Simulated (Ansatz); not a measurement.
**Simulated XPS, UPS and emission spectra of ScAl3**

What would valence photoemission of ScAl3 look like, and what sets its shape?

Calculated with Ansatz 0.2.0; DFT, PBE, plane-wave PAW, default files, scalar-relativistic, in the first sound run; inputs show where later runs differ.

Report form: the programs' logs are mostly left out.

## Step 1: Starting point

It takes space group Pm-3m (No. 221, cubic). Conventional cell: a = 4.088 Å, b = 4.088 Å, c = 4.088 Å, α = 90.00°, β = 90.00°, γ = 90.00°. Nearest to Sc lie 12 Al at 2.89 Å. Al has 8 Al at 2.89 Å and 4 Sc at 2.89 Å nearest. Farther neighbours are not listed.

## Step 2: The base run

The base run gives the projected DOS, from which the spectra are built. The DOS is taken on a denser mesh than the density.

input.yaml reads:

```yaml
crystal:
  lattice:
    - [4.08780657, 0.0, 0.0]
    - [0.0, 4.08780657, 0.0]
    - [0.0, 0.0, 4.08780657]
  atoms:
    - { symbol: Sc, position: [0.0, 0.0, 0.0] }
    - { symbol: Al, position: [0.5, 0.5, 0.0] }
    - { symbol: Al, position: [0.0, 0.5, 0.5] }
    - { symbol: Al, position: [0.5, 0.0, 0.5] }
kpoints:
  mp_grid: { grid: [10, 10, 10] }
  band_path:
    path:
      - [[0.0, 0.0, 0.0], [0.0, 0.5, 0.0], [0.5, 0.5, 0.0], [0.0, 0.0, 0.0], [0.5, 0.5, 0.5], [0.0, 0.5, 0.0]]
      - [[0.5, 0.5, 0.5], [0.5, 0.5, 0.0]]
    npoints: 15
scf:
  occupations: { method: fermi_dirac, width: 0.05 }
  n_extra_bands: 12
hamiltonian:
  xc: pbe
  pseudopotentials: { kind: paw }
output:
  forces: true
  stress: true
  dos:
    projected: true
    de: 0.05
    e_range: [-30, 12]
    nscf_kmesh: { grid: [14, 14, 14] }
  fatbands: true
  write_density: true
  write_potential: true
  elf: true
  volumetric_format: npy
```

Command:

```bash
$ ansatz run input.yaml --threads 2 --pin off --max-ram 4096MiB --backend cpu --events-out ev --progress --plain --runs-dir out
```

Wall time 6.3 s (2 threads of Arm Neoverse V2, shared host); peak memory 0.37 GiB.

This step gave:

```
free energy                                    : -3750.1348 eV
energy at zero smearing                        : -3750.1295 eV
smearing term TS                               : 0.01061 eV
Fermi energy                                   : 9.264 eV
symmetry operations                            : 48
pressure                                       : 1.146 GPa
zero of energy                                 : Fermi level
share of occupied states in no projected shell : 0.0061 of the occupied states in the window
DOS at the Fermi level                         : 1.375 states/eV/cell
```

Electronic bands along the path, in eV, zero at the Fermi level; # counts the bands kept:

```
          point     #3     #4     #5     #6     #7    #8    #9   #10
              Γ  -2.64  -1.83  -1.83  -1.83   1.24  1.29  1.29  1.29
0.47 of the way  -2.26  -1.78  -1.78  -0.45   1.08  1.08  1.43  2.57
              X  -1.73  -1.73  -1.49   0.84   0.98  0.98  1.33  1.62
0.53 of the way  -4.00  -2.78  -1.25  -0.14   1.05  1.31  2.31  2.51
              M  -5.65  -4.37  -0.55  -0.55   1.18  1.36  2.07  2.49
0.47 of the way  -4.72  -1.69  -1.49   0.07   0.09  1.26  2.65  2.69
              Γ  -2.64  -1.83  -1.83  -1.83   1.24  1.29  1.29  1.29
0.47 of the way  -4.36  -3.67  -1.07  -1.07   1.38  1.76  1.76  2.09
              R  -4.81  -4.49  -2.98  -2.98  -2.98  0.94  2.60  2.60
0.47 of the way  -3.92  -2.99  -2.54  -2.07  -0.28  2.20  2.51  2.66
              X  -1.73  -1.73  -1.49   0.84   0.98  0.98  1.33  1.62
      jump to R  -4.81  -4.49  -2.98  -2.98  -2.98  0.94  2.60  2.60
0.47 of the way  -5.29  -3.73  -2.27  -1.94  -1.94  1.92  2.55  3.14
              M  -5.65  -4.37  -0.55  -0.55   1.18  1.36  2.07  2.49
```

Of the projections kept (Sc s, Sc d, Al s, Al p, not projected), the largest for each band there; the rest of the weight can lie on other orbitals:

```
point         #3         #4         #5         #6         #7         #8                  #9        #10
    Γ  Sc d 0.52  Al p 0.98  Al p 0.98  Al p 0.98  Sc s 0.49  Sc d 0.91           Sc d 0.91  Sc d 0.91
    X  Al p 0.64  Al p 0.64  Sc d 0.59  Al s 0.98  Al p 0.93  Al p 0.93  not projected 0.36  Sc d 0.96
    M  Al p 0.49  Al p 0.74  Sc d 0.56  Sc d 0.56  Al p 0.95  Sc d 0.49           Sc d 0.79  Sc d 0.96
    Γ  Sc d 0.52  Al p 0.98  Al p 0.98  Al p 0.98  Sc s 0.49  Sc d 0.91           Sc d 0.91  Sc d 0.91
    R  Al s 0.68  Al p 1.00  Al p 0.97  Al p 0.97  Al p 0.97  Sc s 0.97           Sc d 0.99  Sc d 0.99
    X  Al p 0.64  Al p 0.64  Sc d 0.59  Al s 0.98  Al p 0.93  Al p 0.93  not projected 0.36  Sc d 0.96
```

The DOS has structure finer than the step of the table below, so its rows give means over 2 eV, whole bins alone (the curve runs from -29.2 to 6.53 eV). Peaks (eV: height): total -27.7: 60; Al 3p -1.8: 1.88, 0.9: 1.38, 3.5: 1.05, 4.6: 1.13; Sc 3d -1.6: 1.09, 0.9: 1.47, 2.5: 2.86, 4.0: 1.96; Al 3s 3.5: 0.848, 4.0: 0.847, 4.6: 0.584, 5.7: 0.744; Sc 4s 2.0: 0.670, 2.9: 0.238, 4.6: 0.161.

* holds the states left over by the projection beside any projected weight of its own. Table of DOS by E, zero at the Fermi level; means over each step; values in states/eV/cell:

```
E (eV)  total   Al 3p   Sc 3d    Al 3s   Sc 4s   Sc 4p*  Sc 3p
   -28   3.00  0.0458  2.4e-4  0.00671  4.6e-4        0   2.95
   -26      0       0       0        0       0        0      0
   -24      0       0       0        0       0        0      0
   -22      0       0       0        0       0        0      0
   -20      0       0       0        0       0        0      0
   -18      0       0       0        0       0        0      0
   -16      0       0       0        0       0        0      0
   -14      0       0       0        0       0        0      0
   -12      0       0       0        0       0        0      0
   -10  0.162  0.0401  4.7e-4   0.0822  0.0383   8.8e-4      0
    -8  0.715   0.337  0.0248    0.294  0.0490  0.00943      0
    -6   1.06   0.537  0.0812    0.375  0.0494   0.0162      0
    -4   1.28   0.690   0.196    0.345  0.0307   0.0191      0
    -2   2.13    1.33   0.577    0.171  0.0212   0.0366      0
     0   1.58   0.653   0.660    0.169  0.0284   0.0692      0
     2   3.19   0.677    1.73    0.331   0.206    0.242      0
     4   2.73   0.833   0.946    0.554  0.0783    0.313      0
```

Simulated valence spectra by photon energy, shown to 13 eV, since a deeper line would dwarf them at some energies; the 100 % can be that line's tail at the edge; this run's widths, added to any smearing of the DOS itself: Gaussian 0.1 eV, Lorentzian 0.2 eV. Table of intensity by binding energy, zero at the Fermi level; values in % of the maximum within 13 eV:

```
binding energy (eV)  21.2 eV  60 eV  1486.7 eV  5414.7 eV
                 -1     1.80   1.80       1.86       1.23
                  0     34.7   33.7       25.2       14.8
                  1     64.3   63.4       50.1       28.7
                  2     70.6   73.5       76.1       45.9
                  3     35.8   39.8       71.6       57.2
                  4     23.0   25.8       66.1       61.3
                  5     22.8   26.8       99.1       98.8
                  6     10.7   14.4       69.1       70.4
                  7     8.79   11.6       53.6       54.3
                  8     5.59   9.04       65.3       68.9
                  9     2.36   4.40       45.7       52.2
                 10    0.586  0.995       12.1       14.4
                 11    0.189  0.257       1.78       1.70
                 12        -  0.176       1.23       1.05
```

Maxima picked by a test of local sharpness, so broad peaks and shoulders can be missing; peaks within 0.45 eV of a curve's cut are left out. Valence peaks, by row:

```
photon energy (eV)  binding energy (eV)  height (% of the maximum within 13 eV)  main shell  its share (%)
              21.2                 4.75                                   25.15       Sc 3d          84.91
              21.2                 1.55                                     100       Sc 3d          95.35
              21.2                 0.45                                   65.24       Sc 3d          96.73
                60                 27.7                                   294.8       Sc 3p          99.15
                60                 4.75                                   28.67       Sc 3d          68.15
                60                 1.55                                     100       Sc 3d          87.22
                60                 0.45                                   63.45       Sc 3d          90.98
              1487                 27.7                                   11744       Sc 3p          99.91
              1487                 8.15                                   66.87       Al 3s          79.32
              1487                  6.9                                   54.37       Al 3s          72.35
              1487                  5.1                                     100       Al 3s          79.36
              1487                 3.45                                   71.03       Al 3s          57.85
              1487                 2.85                                    72.6       Al 3s          49.04
              1487                  1.6                                   81.38       Al 3p          36.64
              1487                  0.5                                   45.79       Sc 3d          36.99
              5415                 27.7                                    7254       Sc 3p          99.88
              5415                 8.15                                   71.37       Al 3s          84.43
              5415                  6.9                                   55.13       Al 3s          81.06
              5415                  5.1                                     100       Al 3s          90.16
              5415                  3.5                                   61.43       Al 3s          76.77
```

The intensity has structure finer than the step of the table below, so its rows give means over 1 eV, whole bins alone (the curve runs from -29.2 to 1.43 eV). Peaks (eV: height): Sc L-alpha -1.6: 99.3; Al K-beta -1.9: 99.9; Al L2,3 -8.2: 67.8, -5.1: 100.0.

Shapes are the site's partial DOS without matrix elements, which overweights lines from ligand s bands. Intensity against emission energy less the core level's binding energy, zero at the Fermi level; means over each step; values in % of the unpolarised maximum:

```
emission energy less the core level's binding energy (eV)  Sc L-alpha  Al K-beta  Al L2,3
                                                      -28      0.0588       4.26     2.32
                                                      -27      0.0231       1.53   0.0871
                                                      -26      0.0161      0.231  0.00133
                                                      -25      0.0171      0.133  0.00104
                                                      -24      0.0186      0.111  0.00103
                                                      -23      0.0204      0.107  0.00110
                                                      -22      0.0226      0.111  0.00121
                                                      -21      0.0251      0.120  0.00137
                                                      -20      0.0281      0.132  0.00156
                                                      -19      0.0317      0.149  0.00182
                                                      -18      0.0361      0.171  0.00215
                                                      -17      0.0415      0.199  0.00258
                                                      -16      0.0482      0.237  0.00318
                                                      -15      0.0569      0.289  0.00404
                                                      -14      0.0682      0.362  0.00534
                                                      -13      0.0837      0.474  0.00751
                                                      -12       0.106      0.665   0.0118
                                                      -11       0.141       1.08   0.0242
                                                      -10       0.225       3.40     11.4
                                                       -9       0.786       13.4     41.4
                                                       -8        3.10       25.2     59.7
                                                       -7        6.34       28.6     44.9
                                                       -6        8.78       37.6     63.5
                                                       -5        19.2       42.7     94.3
                                                       -4        22.1       46.9     55.3
                                                       -3        34.6       74.0     43.3
                                                       -2        72.3       94.8     30.1
                                                       -1        72.4       58.8     20.2
                                                        0        36.2       23.8     9.11
```

Sums over each group's atoms; left-over states aren't shared out by site. Site centres, by row:

```
group  element  shell  occupied states  centre of occupied part (eV)  centre up to the window's top (eV)
  Sc1       Sc     4s           0.3897                        -6.402                             -0.2083
  Sc1       Sc     3p            5.893                         -27.7                               -27.7
  Sc1       Sc     3d            2.335                         -2.26                                1.56
  Al2       Al     3s            2.649                        -5.527                              -1.061
  Al2       Al     3p            6.567                        -3.956                             -0.4051
```

ELF in the ac plane at fractional y = 0.000, with atoms of Sc and Al within 0.2 Å of it. It is the smooth field of the valence electrons, not physical close to the nuclei.

Values, 14 rows by 14 columns, each cell a mean:
```
0.33 0.59 0.65 0.27 0.09 0.22 0.40 0.44 0.34 0.18 0.10 0.38 0.71 0.51
0.69 0.71 0.49 0.16 0.15 0.33 0.50 0.53 0.45 0.28 0.11 0.22 0.63 0.71
0.43 0.35 0.16 0.14 0.33 0.52 0.63 0.65 0.60 0.48 0.24 0.13 0.22 0.38
0.10 0.09 0.14 0.28 0.50 0.59 0.62 0.61 0.61 0.58 0.42 0.24 0.11 0.10
0.15 0.19 0.36 0.52 0.58 0.45 0.24 0.20 0.31 0.49 0.58 0.48 0.28 0.18
0.31 0.37 0.52 0.62 0.53 0.22 0.05 0.07 0.07 0.31 0.61 0.60 0.45 0.34
0.40 0.46 0.59 0.66 0.48 0.11 0.17 0.30 0.07 0.20 0.61 0.65 0.53 0.44
0.36 0.42 0.56 0.64 0.51 0.15 0.08 0.17 0.05 0.24 0.62 0.63 0.50 0.40
0.18 0.24 0.41 0.55 0.57 0.38 0.15 0.11 0.22 0.45 0.59 0.52 0.33 0.22
0.08 0.10 0.21 0.38 0.56 0.57 0.51 0.48 0.53 0.58 0.50 0.33 0.15 0.09
0.31 0.24 0.13 0.16 0.38 0.55 0.64 0.66 0.62 0.52 0.28 0.14 0.16 0.27
0.68 0.63 0.34 0.13 0.21 0.41 0.56 0.59 0.52 0.36 0.14 0.16 0.49 0.65
0.46 0.65 0.63 0.24 0.10 0.24 0.42 0.46 0.37 0.19 0.09 0.35 0.71 0.59
0.10 0.46 0.68 0.31 0.08 0.18 0.36 0.40 0.31 0.15 0.10 0.43 0.69 0.33
```
Columns run along a (4.1 Å), rows up along c (4.1 Å). Atoms in or near the plane, at fractional coordinates: Sc at (0.00, 0.00), Al at (0.50, 0.50).

Valence density in the ac plane at fractional y = 0.000, with atoms of Sc and Al within 0.2 Å of it. It is the smooth field of the valence electrons, not physical close to the nuclei.

Values in e/Å³, 14 rows by 14 columns, each cell a mean:
```
6.7 5.5 2.1 0.5 0.2 0.1 0.1 0.1 0.1 0.1 0.2 0.8 3.4 6.0
4.1 3.0 1.0 0.3 0.2 0.1 0.2 0.2 0.2 0.1 0.2 0.4 1.7 3.4
0.9 0.7 0.3 0.2 0.2 0.2 0.2 0.2 0.2 0.2 0.2 0.2 0.4 0.8
0.2 0.2 0.2 0.2 0.2 0.2 0.2 0.2 0.2 0.2 0.2 0.2 0.2 0.2
0.1 0.1 0.2 0.2 0.2 0.2 0.2 0.1 0.2 0.2 0.2 0.2 0.1 0.1
0.1 0.1 0.2 0.2 0.2 0.2 0.1 0.1 0.1 0.2 0.2 0.2 0.2 0.1
0.1 0.1 0.2 0.2 0.2 0.1 0.1 0.1 0.1 0.1 0.2 0.2 0.2 0.1
0.1 0.1 0.2 0.2 0.2 0.1 0.1 0.1 0.1 0.2 0.2 0.2 0.2 0.1
0.1 0.1 0.2 0.2 0.2 0.2 0.1 0.1 0.2 0.2 0.2 0.2 0.1 0.1
0.2 0.2 0.2 0.2 0.2 0.2 0.2 0.2 0.2 0.2 0.2 0.2 0.2 0.2
0.6 0.5 0.3 0.2 0.2 0.2 0.2 0.2 0.2 0.2 0.2 0.2 0.3 0.5
2.6 1.8 0.6 0.3 0.2 0.2 0.2 0.2 0.2 0.2 0.2 0.3 1.0 2.1
6.3 4.9 1.8 0.5 0.2 0.1 0.1 0.1 0.1 0.1 0.2 0.7 3.0 5.5
7.3 6.3 2.6 0.6 0.2 0.1 0.1 0.1 0.1 0.1 0.2 0.9 4.1 6.7
```
Columns run along a (4.1 Å), rows up along c (4.1 Å). Atoms in or near the plane, at fractional coordinates: Sc at (0.00, 0.00), Al at (0.50, 0.50).

Electrostatic potential energy in the ac plane at fractional y = 0.000, with atoms of Sc and Al within 0.2 Å of it. With pseudopotentials it is smooth inside the atoms' cores, unlike the true potential.

Ten even steps from '0' (-49 eV) to '9' (11 eV), each cell a mean:
```
00479999998620
23689999998752
67889999999876
88999887889988
99998766678999
99997678768999
99997788867999
99997688768999
99998667678999
99998877789999
77899999999887
45789999999864
01579999998730
00479999998620
```
Columns run along a (4.1 Å; values clipped at the 3rd and 97th percentile), rows up along c (4.1 Å). Atoms in or near the plane, at fractional coordinates: Sc at (0.00, 0.00), Al at (0.50, 0.50).

The spectra weight each projected shell by its atomic cross section (Dirac–Hartree–Slater) and angular factor, for unpolarised light with the analyser at 45° from the beam. Broadening, on top of any smearing of the DOS itself: a Gaussian of 0.1 eV and a Lorentzian of 0.2 eV plus 0 times the binding energy (full widths), Fermi edge at 300 K. Curves are cut 10 eV under the photon energy, above any shell that the free atom's threshold puts out of reach, or at the lower edge of the window: 11.2 eV at 21.2 eV, 29.2 eV at 60 eV, 29.2 eV at 1486.7 eV and 29.2 eV at 5414.7 eV. A star in tables and legends marks shells that hold the states left over by the projection (0.6 % of the filled ones), a stand-in for orbitals that the files don't project on. Dipole terms alone, which is rough above 3 keV; no background, satellites or final-state effects.

How the area divides among the shells (%):

```
shell  21.2 eV  60 eV  1486.7 eV  5414.7 eV
Sc 4s      0.3    0.3        0.7        1.8
Sc 3p      0.0   24.7       86.6       81.8
Sc 3d     89.6   56.9        1.5        0.3
Al 3s      3.9    5.7        8.3       14.5
Al 3p      6.0   12.3        2.8        1.6
```

At the Fermi level the DOS is 1.38 states/eV a cell, and on the broadened curves Sc 3d holds 44 % of the total there.

## Step 3: With r²SCAN

This step: DFT, r2SCAN, plane-wave PAW, default files, scalar-relativistic (Ansatz 0.2.0).

The run is repeated with r²SCAN on the same cell, to see how much the levels hang on the functional.

Edit input.yaml of step 2 so:

```diff
@@ -21,3 +21,3 @@
 hamiltonian:
-  xc: pbe
+  xc: r2scan
   pseudopotentials: { kind: paw }
@@ -32,5 +32 @@
   fatbands: true
-  write_density: true
-  write_potential: true
-  elf: true
-  volumetric_format: npy
```

Elapsed: 12 s, on 2 threads; peak memory 0.48 GiB.

This step gave:

```
free energy                                    : -3763.7712 eV
energy at zero smearing                        : -3763.7665 eV
smearing term TS                               : 0.009387 eV
Fermi energy                                   : 9.306 eV
pressure                                       : -0.1459 GPa
share of occupied states in no projected shell : 0.0071 of the occupied states in the window
DOS at the Fermi level                         : 1.244 states/eV/cell
```

Electronic bands along the path, in eV, zero at the Fermi level; # counts the bands kept:

```
          point     #3     #4     #5     #6     #7    #8    #9   #10
              Γ  -2.73  -2.04  -2.04  -2.04   1.30  1.39  1.39  1.39
0.47 of the way  -2.35  -1.96  -1.96  -0.47   1.13  1.13  1.55  2.80
              X  -1.87  -1.87  -1.60   0.95   0.95  1.16  1.32  1.76
0.53 of the way  -4.25  -3.02  -1.36  -0.16   1.16  1.42  2.55  2.63
              M  -6.01  -4.71  -0.59  -0.59   1.18  1.49  2.29  2.75
0.47 of the way  -5.03  -1.85  -1.64   0.10   0.15  1.37  2.83  2.85
              Γ  -2.73  -2.04  -2.04  -2.04   1.30  1.39  1.39  1.39
0.47 of the way  -4.63  -3.97  -1.16  -1.16   1.47  1.89  1.89  2.23
              R  -5.02  -4.85  -3.31  -3.31  -3.31  1.05  2.87  2.87
0.47 of the way  -4.09  -3.27  -2.81  -2.20  -0.30  2.41  2.72  2.88
              X  -1.87  -1.87  -1.60   0.95   0.95  1.16  1.32  1.76
      jump to R  -5.02  -4.85  -3.31  -3.31  -3.31  1.05  2.87  2.87
0.47 of the way  -5.60  -4.06  -2.42  -2.12  -2.12  2.10  2.81  3.36
              M  -6.01  -4.71  -0.59  -0.59   1.18  1.49  2.29  2.75
```

Of the projections kept (Sc s, Sc d, Al s, Al p, not projected), the largest for each band there; the rest of the weight can lie on other orbitals:

```
point         #3         #4         #5         #6         #7         #8                  #9        #10
    Γ  Sc d 0.53  Al p 0.98  Al p 0.98  Al p 0.98  Sc s 0.48  Sc d 0.91           Sc d 0.91  Sc d 0.91
    X  Al p 0.64  Al p 0.64  Sc d 0.58  Al p 0.92  Al p 0.92  Al s 0.98  not projected 0.37  Sc d 0.96
    M  Al p 0.50  Al p 0.74  Sc d 0.55  Sc d 0.55  Al p 0.95  Sc d 0.50           Sc d 0.79  Sc d 0.96
    Γ  Sc d 0.53  Al p 0.98  Al p 0.98  Al p 0.98  Sc s 0.48  Sc d 0.91           Sc d 0.91  Sc d 0.91
    R  Al s 0.68  Al p 1.00  Al p 0.97  Al p 0.97  Al p 0.97  Sc s 0.97           Sc d 0.99  Sc d 0.99
    X  Al p 0.64  Al p 0.64  Sc d 0.58  Al p 0.92  Al p 0.92  Al s 0.98  not projected 0.37  Sc d 0.96
```

Side by side:

```
                               quantity  this run  base run  difference
DOS at the Fermi level (states/eV/cell)    1.2436    1.3752      -0.132
```

Of the bands kept, 2 cross the Fermi level on this path.

(Continued in part 2 of 2.)

[Logs are printed without paths, hosts, clocks, repeated set-up lines and the standing remarks that a program may print on its own settings, such as how far it seeks lower states.]

[Hosts, paths, dates, database ids (printed as entryN), source tags and the programs' standing remarks are cut or masked in the printed files.]

[Maps of the electrostatic potential energy from Ansatz leave out the sawtooth potential of an applied field or a dipole correction, so their vacuum need not be flat; work functions include it.]

[Peak lists hold at most the 14 tallest peaks of each spectrum; further lines can be left out.]
